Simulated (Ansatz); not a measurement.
## What CaSiS3 (model cell, started as cubic perovskite with Si in the octahedra) distorts into

Which phase does CaSiS3 (model cell, started as cubic perovskite with Si in the octahedra) fall into along its unstable mode, and how much energy does it gain?

Program: Ansatz 0.2.0. Level of theory: DFT LDA, scalar-relativistic, plane waves, PAW; PAW set soft_1. Results are calculated unless marked as measured.

The structure was built from a prototype and need not be the compound's stable phase.

**1. Starting point**

Symmetry: Pm-3m, No. 221, cubic system. The conventional cell has a = 4.521 Å, b = 4.521 Å, c = 4.521 Å, α = 90.00°, β = 90.00°, γ = 90.00°. Ca has 12 S at 3.20 Å nearest. Si has 6 S at 2.26 Å nearest. Nearest to S lie 2 Si at 2.26 Å and 4 Ca at 3.20 Å. Farther neighbours and most contacts between anions are not listed.

As a file:

```cif
data_structure
_symmetry_space_group_name_H-M 'Pm-3m'
_symmetry_Int_Tables_number 221
_cell_length_a 4.5207
_cell_length_b 4.5207
_cell_length_c 4.5207
_cell_angle_alpha 90.000
_cell_angle_beta 90.000
_cell_angle_gamma 90.000
_cell_volume 92.39
loop_
_atom_site_label
_atom_site_type_symbol
_atom_site_symmetry_multiplicity
_atom_site_Wyckoff_symbol
_atom_site_fract_x
_atom_site_fract_y
_atom_site_fract_z
_atom_site_occupancy
Ca1 Ca 1 a 0.00000 0.00000 0.00000 1
Si1 Si 1 b 0.50000 0.50000 0.50000 1
S1 S 3 c 0.50000 0.50000 0.00000 1
```

**2. The dispersion**

The cell comes from relaxations at this level that are not shown. Stability and thermal properties need the whole zone. Linear response on a 4×4×4 q mesh gives force constants as far as a supercell of that size would.

File input.yaml:

```yaml
crystal:
  lattice:
    - [4.5206973037, 0.0, 0.0]
    - [0.0, 4.5206973037, 0.0]
    - [0.0, 0.0, 4.5206973037]
  atoms:
    - { symbol: Ca, position: [0.0, 0.0, 0.0] }
    - { symbol: Si, position: [0.5, 0.5, 0.5] }
    - { symbol: S, position: [0.5, 0.5, 0.0] }
    - { symbol: S, position: [0.5, 0.0, 0.5] }
    - { symbol: S, position: [0.0, 0.5, 0.5] }
kpoints:
  mp_grid: { grid: [8, 8, 8] }
hamiltonian:
  xc: lda
  pseudopotentials: { kind: paw, azcp: { folder: soft_1 }, xc_functional: pbe }
scf:
  occupations: { method: methfessel_paxton, width: 0.2 }
output:
  eigenvalues: true
phonons:
  method: dfpt
  qmesh: [4, 4, 4]
  temperatures: { t_max: 1000, t_step: 50 }
  qpath:
    path:
      - [[0.0, 0.0, 0.0], [0.0, 0.5, 0.0], [0.5, 0.5, 0.0], [0.0, 0.0, 0.0], [0.5, 0.5, 0.5], [0.0, 0.5, 0.0]]
      - [[0.5, 0.5, 0.5], [0.5, 0.5, 0.0]]
    npoints: 10
```

Started as:

```sh
> ansatz run input.yaml --threads 4 --pin off --max-ram 16384MiB --backend cpu --events-out ev --progress --plain --runs-dir out
```

Numbers of over 12 decimals in the logs are rounded to 6 here.

Output:

```text
Engine: ansatz 0.2.0, aarch64-unknown-linux-gnu
Pseudopotentials: kind: paw
Pseudopotential: Ca, paw, valence charge 10, recommended cutoff 420 eV (normal), soft_1/Ca.paw.azcp
Pseudopotential: Si, paw, valence charge 4, recommended cutoff 420 eV (normal), soft_1/Si.paw.azcp
Pseudopotential: S, paw, valence charge 6, recommended cutoff 420 eV (normal), soft_1/S.paw.azcp
Functional definition: SPW92
  exchange = slater_x
  correlation = pw_c
Crystal: 5 atoms, lattice volume = 92.388 Å³
Basis set: ecut = 420 eV, 1839 PW (Γ), exchange–correlation on 64×64×64 points (8 copies of the dense FFT grid, shifted against one another)
Bands: 21, of which v1, the nominal top of the filled ones, is band 16 counted from 1 (15 counted from 0)
Symmetry: 48 space group operations
k-points: 35 of 512
Non-local potential: Ca, projectors of the file, l = 0: 3, l = 1: 2, l = 2: 2
Non-local potential: Si, projectors of the file, l = 0: 2, l = 1: 2, l = 2: 1
Non-local potential: S, projectors of the file, l = 0: 2, l = 1: 2, l = 2: 1
PAW form: soft (Blöchl's): semilocal exchange-correlation on the pseudo side does not see the compensation charge
PAW frozen core: Ca, regenerated for the run's functional, and the local potential with it (the file was generated under x = pbe(κ = 0.804, μ = 0.219515), c = pbe(β = 0.066725))
PAW frozen core: Si, regenerated for the run's functional, and the local potential with it (the file was generated under x = pbe(κ = 0.804, μ = 0.219515), c = pbe(β = 0.066725))
PAW frozen core: S, regenerated for the run's functional, and the local potential with it (the file was generated under x = pbe(κ = 0.804, μ = 0.219515), c = pbe(β = 0.066725))
PAW one-centre angular grid: Ca, 110 points (default); XC on 64 Gauss nodes
PAW one-centre angular grid: Si, 110 points (default); XC on 64 Gauss nodes
PAW one-centre angular grid: S, 110 points (default); XC on 64 Gauss nodes
Initial density: superposition of atomic densities (chi_scale 0.1, normalization cell, long waves kept (reshape's long-wave potential 0.00 eV rms))
Initial wavefunctions: pseudopotential atomic-orbital guess
Functional: x = slater, c = lda
SCF iter   1: F=—  HF=-4995.317620 eV  |F-HF|=—  |Δ(HF+E_count)|=         —  Δρ=4.08e-2  dr2=3.31e0  ethr=3.10e-3  ⟨swp⟩=8.1  Hψ=4732  notcnv=0
preconditioner: auto → Kerker (q_TF=auto, 2.286 Å⁻¹)  [metal: Δε(μ)=0.029 eV  Ē_g=7.711 eV  σ=0.200 eV  W_gap=0.12  n_scr=18 (ndim 8)  ℏωp=18.9 eV  f_vac=0.000  D(μ)=2.21/eV (n_scr^D=18)]
SCF iter   2: F=—  HF=-4994.516325 eV  |F-HF|=—  |Δ(HF+E_count)|=   8.01e-1  S|Δr|=    0.00e0  Δρ=1.94e-2  dr2=8.08e-1  ethr=3.10e-3  ⟨swp⟩=3.2  Hψ=1828  notcnv=0  defer=19
SCF iter   3: F=—  HF=-4994.253445 eV  |F-HF|=—  |Δ(HF+E_count)|=   2.63e-1  S|Δr|=    0.00e0  Δρ=5.93e-3  dr2=9.11e-2  ethr=2.52e-3  ⟨swp⟩=3.5  Hψ=1694  notcnv=0  defer=19
SCF iter   4: F=—  HF=-4994.222583 eV  |F-HF|=—  |Δ(HF+E_count)|=   3.09e-2  S|Δr|=    0.00e0  Δρ=1.62e-3  dr2=3.98e-3  ethr=2.85e-4  ⟨swp⟩=2.7  Hψ=1498  notcnv=0  defer=19
SCF iter   5: F=—  HF=-4994.221596 eV  |F-HF|=—  |Δ(HF+E_count)|=   9.87e-4  S|Δr|=    0.00e0  Δρ=3.74e-4  dr2=2.15e-4  ethr=1.24e-5  ⟨swp⟩=2.3  Hψ=1149  notcnv=0  defer=19
SCF iter   6: F=—  HF=-4994.221557 eV  |F-HF|=—  |Δ(HF+E_count)|=   3.88e-5  S|Δr|=    0.00e0  Δρ=1.02e-4  dr2=1.62e-5  ethr=6.72e-7  ⟨swp⟩=2.1  Hψ=1243  notcnv=0  defer=19
SCF iter   7: F=—  HF=-4994.221554 eV  |F-HF|=—  |Δ(HF+E_count)|=   2.75e-6  S|Δr|=    0.00e0  Δρ=2.06e-5  dr2=8.49e-7  ethr=5.06e-8  ⟨swp⟩=2.0  Hψ=1037  notcnv=0  defer=19
SCF iter   8: F=—  HF=-4994.221552 eV  |F-HF|=—  |Δ(HF+E_count)|=   2.02e-6  S|Δr|=    0.00e0  Δρ=3.30e-6  dr2=1.22e-8  ethr=2.65e-9  ⟨swp⟩=2.0  Hψ=1280  notcnv=0  defer=19
SCF iter   9: F=—  HF=-4994.221552 eV  |F-HF|=—  |Δ(HF+E_count)|=   1.18e-9  S|Δr|=    0.00e0  Δρ=7.65e-7  dr2=5.71e-10  ethr=3.80e-11  ⟨swp⟩=2.3  Hψ=1105  notcnv=0  defer=19
SCF iter  10: F=-4994.221552 eV  HF=-4994.221552 eV  |F-HF|=4.55e-12  |Δ(HF+E_count)|=  8.19e-11  S|Δr|=    0.00e0  Δρ=8.28e-8  dr2=5.59e-12  ethr=1.00e-12  ⟨swp⟩=11.7  Hψ=5651  notcnv=0
SCF 1 converged in 10 iterations: F = -4994.221552 eV  dr2 = 5.59e-12
  greatest PAW one-centre occupation: 0.995 electrons in one spin orbital (limit 2), on the Ca atom at site 0 (counted from 0), in its partial waves of l = 0
Initial density: read from a saved state, or passed on in memory by an earlier SCF of this step, an earlier step, the calling program or the single point that the run made first
iter 1 solved again at ethr=6.50e-7 eV; its pass at ethr=3.10e-3 eV (dr2=2.08e-4 eV) is discarded
SCF iter   1: F=—  HF=-4994.221556 eV  |F-HF|=—  |Δ(HF+E_count)|=         —  Δρ=1.45e-6  dr2=1.22e-9  ethr=6.50e-7  ⟨swp⟩=4.0  Hψ=6870  notcnv=0
eigensolver tolerance schedule: the retry pair's looser diagonalisation over-reported the residual by 169683.69 of it (diagonalisation noise at an unbounded share of the residual, at the tolerance the schedule requests for it); recorded, not acted on — ethr = c·dr2/N_el stays at c = 1.0e-1
preconditioner: auto → Kerker (q_TF=auto, 2.286 Å⁻¹)  [metal: Δε(μ)=0.017 eV  Ē_g=9.055 eV  σ=0.200 eV  W_gap=0.07  n_scr=18 (ndim 8)  ℏωp=18.9 eV  f_vac=0.000  D(μ)=2.45/eV (n_scr^D=18)]
SCF iter   2: F=—  HF=-4994.221552 eV  |F-HF|=—  |Δ(HF+E_count)|=   3.29e-6  S|Δr|=    0.00e0  Δρ=7.63e-7  dr2=3.83e-10  ethr=3.83e-12  ⟨swp⟩=5.1  Hψ=2474  notcnv=0
SCF iter   3: F=—  HF=-4994.221552 eV  |F-HF|=—  |Δ(HF+E_count)|=  7.82e-11  S|Δr|=    0.00e0  Δρ=4.90e-7  dr2=1.49e-10  ethr=1.20e-12  ⟨swp⟩=1.2  Hψ=750  notcnv=0
SCF iter   4: F=—  HF=-4994.221552 eV  |F-HF|=—  |Δ(HF+E_count)|=  4.09e-11  S|Δr|=    0.00e0  Δρ=2.25e-7  dr2=3.04e-11  ethr=1.00e-12  ⟨swp⟩=1.0  Hψ=735  notcnv=0
SCF iter   5: F=-4994.221552 eV  HF=-4994.221552 eV  |F-HF|=4.55e-12  |Δ(HF+E_count)|=  7.28e-12  S|Δr|=    0.00e0  Δρ=1.06e-7  dr2=6.40e-12  ethr=1.00e-12  ⟨swp⟩=4.9  Hψ=2412  notcnv=0
SCF 2 converged in 5 iterations: F = -4994.221552 eV  dr2 = 6.40e-12
phonons: the bands overlap, so this run is a metal and interpolates without the dipole-dipole term. If the crystal is really an insulator or semiconductor, its LO-TO splitting is missing
NSCF: frozen V_eff on 35 k-points
NSCF: frozen V_eff on 125 k-points
DFPT response loops at q = (0, 0, 0) (fractional): preconditioner auto → Kerker (q_TF=auto, 2.286 Å⁻¹) (partly filled bands, converged f_vac=0.000); β = 1.00, the filter's whole step (`scf.mixing.beta` (0.50) is not read by the response loops under this deck's `scf.mixing.preconditioner`; to damp them name `kerker` or `kerker_dos`, under which they read `scf.mixing.beta`, and type it under 1.00, their step now; both keys bind the ground state too); Broyden in place of MSR1
NSCF: frozen V_eff on 400 k-points
DFPT response loops at q = (0, 0, 0.25) (fractional): mixed as the last ones told, above
NSCF: frozen V_eff on 250 k-points
DFPT response loops at q = (0, 0, -0.5) (fractional): mixed as the last ones told, above
NSCF: frozen V_eff on 640 k-points
DFPT response loops at q = (0, 0.25, 0.25) (fractional): mixed as the last ones told, above
NSCF: frozen V_eff on 400 k-points
DFPT response loops at q = (0, 0.25, -0.5) (fractional): mixed as the last ones told, above
NSCF: frozen V_eff on 250 k-points
DFPT response loops at q = (0, -0.5, -0.5) (fractional): mixed as the last ones told, above
NSCF: frozen V_eff on 1024 k-points
DFPT response loops at q = (0.25, 0.25, 0.25) (fractional): mixed as the last ones told, above
NSCF: frozen V_eff on 640 k-points
DFPT response loops at q = (0.25, 0.25, -0.5) (fractional): mixed as the last ones told, above
NSCF: frozen V_eff on 400 k-points
DFPT response loops at q = (0.25, -0.5, -0.5) (fractional): mixed as the last ones told, above
NSCF: frozen V_eff on 250 k-points
DFPT response loops at q = (-0.5, -0.5, -0.5) (fractional): mixed as the last ones told, above
SCF converged after 10 iterations
Stability not checked: this state was not tested for a lower state beside it, because cold or Methfessel-Paxton smearing, or corrected tetrahedra, fill the levels in a way that the test cannot read (fill_not_monotonic; see scf.lower_state_search)
Free energy (F): -4994.221552 eV
Harris-Foulkes:  -4994.221552 eV  (|F-HF|=4.55e-12)
Internal energy: -4994.212786 eV  (E = F + TS)
E sigma→0 (E₀):  -4994.219361 eV
Entropy (-TS):   -0.008766 eV (-1.753 meV/atom)
Fermi energy:    7.983078 eV
--- Per-component energies (eV) ---
  E_band       = -98.706480
  E_kinetic    = 620.248897
  E_local      = -980.339039  (includes V_loc(G=0)·N_el)
  E_nonlocal   = 222.070769
  E_hartree    = 302.536469
  E_xc         = -450.648542
  E_vxc        = -459.818511  (∫ρ·V_xc dr)
  E_paw        = -3038.144431  (= ΣΔE_a)
  E_vpaw       = -105.941617  (= ΣTr[D̂ρ^β])
  E_aug_tail   = 0.000031  (compensation charges beyond the density's cutoff)
  E_ewald      = -1670.764030
  E_core_change = 0.827090  (= ΣΔE_core)
  E_smearing   = -0.008766  (= −TS)
  E_closure    = 0.000000  (closes the sum)
  Σ components = -4994.221552   (vs F -4994.221552, Δ=0.00e0)
--- Band table (eV; the first three rows and the last of 35) ---
  k-point 0: bands = [... 12 lower, 6.6783, 6.6783, 7.0479, 7.0479, 7.0479, 10.4999, 10.4999, 10.6296, ... 1 higher]
  k-point 1: bands = [... 12 lower, 6.4747, 6.4747, 6.8306, 6.9429, 6.9429, 10.6390, 10.7066, 10.8455, ... 1 higher]
  k-point 2: bands = [... 12 lower, 5.9770, 6.0324, 6.8090, 6.8090, 6.8581, 10.9259, 10.9818, 11.6029, ... 1 higher]
  k-point 34: bands = [... 12 lower, 6.0445, 8.4758, 8.4758, 8.4758, 10.2653, 10.3830, 10.3830, 10.3830, ... 1 higher]
--- Phonons (Γ-DFPT): 4 representative perturbations + reference (Σ response iterations 12) ---
  ASR residual: 7.962e-5 → 0.000e0 eV/Å²; symmetrization residual: 6.519e-6 eV/Å²
  ASR residual per site (eV/Å²): 7.96e-5 8.15e-6 2.39e-5 2.39e-5 2.39e-5
  Γ frequencies (cm⁻¹): -131.24 -131.24 -131.24 -77.30 -77.30 -77.30 0.00 0.00 0.00 40.32 40.32 40.32 361.69 361.69 361.69
--- Phonons (arbitrary-q DFPT): 10 irreducible q on the 4×4×4 mesh ---
  q = [0.0000, 0.0000, 0.0000] (star 1, of the zone-centre solve; hermiticity 1.18e-6, symmetrization 3.00e-14): -131.24 -131.24 -131.24 -77.30 -77.30 -77.30 -0.00 -0.00 0.00 40.32 40.32 40.32 361.69 361.69 361.69
  q = [0.0000, 0.0000, 0.2500] (star 6, 9 solved perturbations in 1560 linear systems a pass and spin channel, the states on 200 of 512 k-point pairs; hermiticity 1.28e-6, symmetrization 1.74e-13): -125.54 -118.32 -118.32 -98.69 -78.64 -78.64 36.34 36.34 44.41 70.46 70.46 188.36 337.39 356.91 356.91
  q = [0.0000, 0.0000, -0.5000] (star 3, 9 solved perturbations in 975 linear systems a pass and spin channel, the states on 125 of 512 k-point pairs; hermiticity 8.36e-7, symmetrization 3.67e-9): -124.75 -103.88 -95.71 -95.71 -95.01 -95.01 36.91 36.91 60.28 85.91 85.91 306.62 326.58 354.24 354.24
  q = [0.0000, 0.2500, 0.2500] (star 12, 9 solved perturbations in 2460 linear systems a pass and spin channel, the states on 320 of 512 k-point pairs; hermiticity 1.12e-6, symmetrization 1.44e-14): -160.01 -125.70 -106.38 -96.02 -75.03 18.71 36.62 38.44 65.43 96.44 201.92 213.19 317.23 352.06 368.79
  q = [0.0000, 0.2500, -0.5000] (star 12, 15 solved perturbations on 200 of 512 k-point pairs; hermiticity 1.06e-6, symmetrization 1.36e-8): -169.41 -134.44 -115.40 -86.93 -81.46 38.98 60.19 61.74 108.80 112.80 225.46 295.38 321.57 349.80 370.39
  q = [0.0000, -0.5000, -0.5000] (star 3, 9 solved perturbations in 975 linear systems a pass and spin channel, the states on 125 of 512 k-point pairs; hermiticity 1.17e-6, symmetrization 2.42e-9): -167.01 -142.96 -142.96 -70.27 -70.27 40.89 78.54 78.54 119.01 147.60 278.46 337.18 337.18 347.58 364.84
  q = [0.2500, 0.2500, 0.2500] (star 8, 4 solved perturbations in 1376 linear systems a pass and spin channel, the states on 512 of 512 k-point pairs; hermiticity 7.74e-7, symmetrization 7.50e-14): -156.85 -156.85 -155.69 -70.99 -70.99 24.79 79.08 79.74 79.74 215.81 215.81 235.78 315.34 315.34 398.59
  q = [0.2500, 0.2500, -0.5000] (star 12, 9 solved perturbations in 2460 linear systems a pass and spin channel, the states on 320 of 512 k-point pairs; hermiticity 9.04e-7, symmetrization 3.89e-9): -172.04 -169.59 -154.32 -67.54 -58.12 6.87 90.74 107.72 119.36 230.64 246.01 284.95 309.75 335.09 403.24
  q = [0.2500, -0.5000, -0.5000] (star 6, 9 solved perturbations in 1560 linear systems a pass and spin channel, the states on 200 of 512 k-point pairs; hermiticity 9.47e-7, symmetrization 5.18e-10): -172.97 -172.97 -172.92 -57.79 -57.79 -23.40 115.53 115.53 141.46 252.97 273.03 289.75 349.80 349.80 407.37
  q = [-0.5000, -0.5000, -0.5000] (star 1, 4 solved perturbations in 350 linear systems a pass and spin channel, the states on 125 of 512 k-point pairs; hermiticity 5.87e-7, symmetrization 8.04e-10): -181.94 -181.94 -181.94 -52.45 -52.45 -52.45 136.94 136.94 136.94 270.19 270.19 363.66 363.66 363.66 413.34
  sum rule: each row above includes the acoustic sum rule's correction from the zone centre's row sums; it moved no ω² by more than (0.74 cm⁻¹)²
  mesh force constants: q→R imaginary residual 6.41e-19; ASR residual 7.962e-5 → 0.000e0 eV/Å²; symmetrization residual 1.599e-14 eV/Å²
  interpolated dispersion: 62 rows × 15 modes
  density of states and harmonic sums: on the 16×16×16 q-mesh, interpolated from the force constants of a 4×4×4 supercell (no non-analytic term)
  largest difference from the sums on the solved wave vectors: F 4.87e-2 eV, S 5.51e-5 and C_V 9.03e-6 eV/K
  zero-point energy: 0.119301 eV/cell   skipped modes (ω ≤ 0): 903, of them read as no rigid motion or as one in doubt: 900 (5.386e0 modes/cell left out, lowest -181.94 cm⁻¹)   left out of the sums: 3.59e-1 of the cell's modes: C_V's classical limit lies that fraction below 3 k_B per atom; for a crystal, a wire or a layer, F and S can be off by more, and a phonons.interpolated_qmesh denser along its periods is the remedy for the sampling
```

The job ended after 11 min (4 threads of Arm Neoverse V1, shared host; peak memory 2.2 GiB).

This step gave:

```
volume per atom                                         : 18.48 Å³
gap on the k-mesh                                       : 0 eV
sum-rule residual before enforcement                    : 7.96e-5 eV/Å²
lowest frequency on the path                            : -181.9 cm⁻¹
point group                                             : m-3m
highest frequency on the path or at a solved wavevector : 416.4 cm⁻¹
highest optical mode at the zone centre (no LO-TO term) : 361.7 cm⁻¹
lowest optical zone-centre mode                         : -131.2 cm⁻¹
lowest mode on the q mesh (acoustic modes at Γ apart)   : -181.9 cm⁻¹
```

Frequencies (cm⁻¹) solved at each irreducible wavevector; negative means imaginary. Frequencies by wavevector, by row:

| q in reciprocal lattice units | star | mode 1 | mode 2 | mode 3 | mode 4 | mode 13 | mode 14 | mode 15 |
| --- | --- | --- | --- | --- | --- | --- | --- | --- |
| 0 0 0 | 1 | -131.2 | -131.2 | -131.2 | -77.3 | 361.7 | 361.7 | 361.7 |
| 0 0 0.25 | 6 | -125.5 | -118.3 | -118.3 | -98.7 | 337.4 | 356.9 | 356.9 |
| 0 0 -0.5 | 3 | -124.8 | -103.9 | -95.7 | -95.7 | 326.6 | 354.2 | 354.2 |
| 0 0.25 0.25 | 12 | -160 | -125.7 | -106.4 | -96 | 317.2 | 352.1 | 368.8 |
| 0 0.25 -0.5 | 12 | -169.4 | -134.4 | -115.4 | -86.9 | 321.6 | 349.8 | 370.4 |
| 0 -0.5 -0.5 | 3 | -167 | -143 | -143 | -70.3 | 337.2 | 347.6 | 364.8 |
| 0.25 0.25 0.25 | 8 | -156.8 | -156.8 | -155.7 | -71 | 315.3 | 315.3 | 398.6 |
| 0.25 0.25 -0.5 | 12 | -172 | -169.6 | -154.3 | -67.5 | 309.8 | 335.1 | 403.2 |
| 0.25 -0.5 -0.5 | 6 | -173 | -173 | -172.9 | -57.8 | 349.8 | 349.8 | 407.4 |
| -0.5 -0.5 -0.5 | 1 | -181.9 | -181.9 | -181.9 | -52.5 | 363.7 | 363.7 | 413.3 |

Interpolated from a 4×4×4 q mesh. The phonon branches at the labelled points (cm⁻¹):

| point | branch 1 | branch 2 | branch 3 | branch 4 | branch 12 | branch 13 | branch 14 | branch 15 |
| --- | --- | --- | --- | --- | --- | --- | --- | --- |
| Γ | -131 | -131 | -131 | -77 | 40 | 362 | 362 | 362 |
| halfway | -126 | -118 | -118 | -99 | 188 | 337 | 357 | 357 |
| X | -125 | -104 | -96 | -96 | 307 | 327 | 354 | 354 |
| halfway | -169 | -134 | -115 | -87 | 295 | 322 | 350 | 370 |
| M | -167 | -143 | -143 | -70 | 337 | 337 | 348 | 365 |
| halfway | -160 | -126 | -106 | -96 | 213 | 317 | 352 | 369 |
| Γ | -131 | -131 | -131 | -77 | 40 | 362 | 362 | 362 |
| halfway | -157 | -157 | -156 | -71 | 236 | 315 | 315 | 399 |
| R | -182 | -182 | -182 | -52 | 364 | 364 | 364 | 413 |
| halfway | -172 | -170 | -154 | -68 | 285 | 310 | 335 | 403 |
| X | -125 | -104 | -96 | -96 | 307 | 327 | 354 | 354 |
| jump to R | -182 | -182 | -182 | -52 | 364 | 364 | 364 | 413 |
| halfway | -173 | -173 | -173 | -58 | 290 | 350 | 350 | 407 |
| M | -167 | -143 | -143 | -70 | 337 | 337 | 348 | 365 |

Symmetry leaves 10 wavevectors to solve. The lowest mode among them, the acoustic zeros apart, lies at q = (-0.5, -0.5, -0.5) and is imaginary, 181.9i cm⁻¹, so the energy falls along it.

(Continued in part 2 of 3.)

[Logs are printed without paths, hosts, clocks, repeated set-up lines and the standing remarks that a program may print on its own settings, such as how far it seeks lower states.]

[Hosts, paths, dates, database ids (printed as entryN), source tags and the programs' standing remarks are cut or masked in the printed files.]
